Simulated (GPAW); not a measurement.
Computed C K edges (GPAW, LDA, excited-electron core hole (neutral cell), supercells with 6.6 to 7.4 Å between holes, Gaussian full width 0.9 eV up to 4 eV, rising linearly to 3.5 eV at 25 eV, without spin-orbit coupling) of these absorbers are given in random order:
A. Sc2C (P-3m1): 6 Sc at 2.28 Å (octahedral, site symmetry -3m)
B. La3AlC (Pm-3m): 6 La at 2.60 Å (octahedral, site symmetry m-3m)
C. HfC (Fm-3m): 6 Hf at 2.33 Å (octahedral, site symmetry m-3m)

Energy from 277.7 eV of photon energy (total-energy differences, less 6.7 eV, the free-atom term for the hole's spin); mean of 1 over the first 20 eV. In the free atom LDA prices this hole about 3 eV below PBE, which is itself good to a few eV.

```tsv
E (eV)	spectrum 1	spectrum 2	spectrum 3
-2.0	0.00	0.00	0.00
-1.0	0.00	0.00	0.00
0.0	0.08	0.22	0.09
1.0	0.62	0.87	0.34
2.0	0.77	0.81	0.41
3.0	1.09	1.29	1.52
4.0	1.23	1.26	2.13
5.0	1.79	2.05	2.90
6.0	1.26	2.21	1.56
7.0	0.79	1.36	0.72
8.0	1.13	1.32	0.54
9.0	1.63	1.50	0.69
10.0	2.09	1.57	1.08
11.0	2.04	0.99	1.06
12.0	1.46	0.60	1.00
13.0	1.15	0.51	1.24
14.0	0.70	0.44	1.03
15.0	0.54	0.41	0.72
16.0	0.51	0.44	0.69
17.0	0.46	0.50	0.68
18.0	0.31	0.57	0.61
19.0	0.18	0.63	0.56
20.0	0.20	0.75	0.51
21.0	0.30	0.94	0.46
22.0	0.36	1.06	0.44
23.0	0.41	1.00	0.49
24.0	0.51	0.87	0.57
25.0	0.62	0.76	0.69
26.0	0.74	0.70	0.82
27.0	0.93	0.67	0.91
28.0	1.16	0.64	0.93
29.0	1.25	0.60	0.88
```

The database entry behind the starting cell differs from later determinations by our own check (about 0.2 % long), so it need not match the best structure at ambient conditions.

Q: Which spectrum belongs to which crystal?

Spectrum 1 is C (rising edge 278.7 eV, maxima 4.8 eV (1.88) and 10.0 eV (2.21) above its zero). Spectrum 2 is B (rising edge 278.4 eV, maxima 1.3 eV (1.00), 6.0 eV (2.21) and 9.6 eV (1.67) above its zero). Spectrum 3 is A (rising edge 280.1 eV, maxima 0.6 eV (0.34), 4.7 eV (2.91) and 12.8 eV (1.24) above its zero). After the best relative shift (up to 4 eV allowed) the most alike pair, HfC (Fm-3m) and La3AlC (Pm-3m), differs by 46 % r.m.s., the least alike, HfC (Fm-3m) and Sc2C (P-3m1), by 49 %. Between 0 and 20 eV on the axis shown, these two part most near 4.8 eV, where Sc2C (P-3m1) is higher by 1.2. The rising edges span 1.7 eV, lowest for La3AlC (Pm-3m).

 Lifetime broadening is put in by hand, and intensities beyond about 20 eV depend on it. Meshes are coarse enough for small ripples in Sc2C (P-3m1) and La3AlC (Pm-3m). The structures are entries of the Crystallography Open Database and the Materials Project (computed), used as given.

[Logs are printed without paths, hosts, clocks, repeated set-up lines and the standing remarks that a program may print on its own settings, such as how far it seeks lower states.]

[Hosts, paths, dates, database ids (printed as entryN), source tags and the programs' standing remarks are cut or masked in the printed files.]
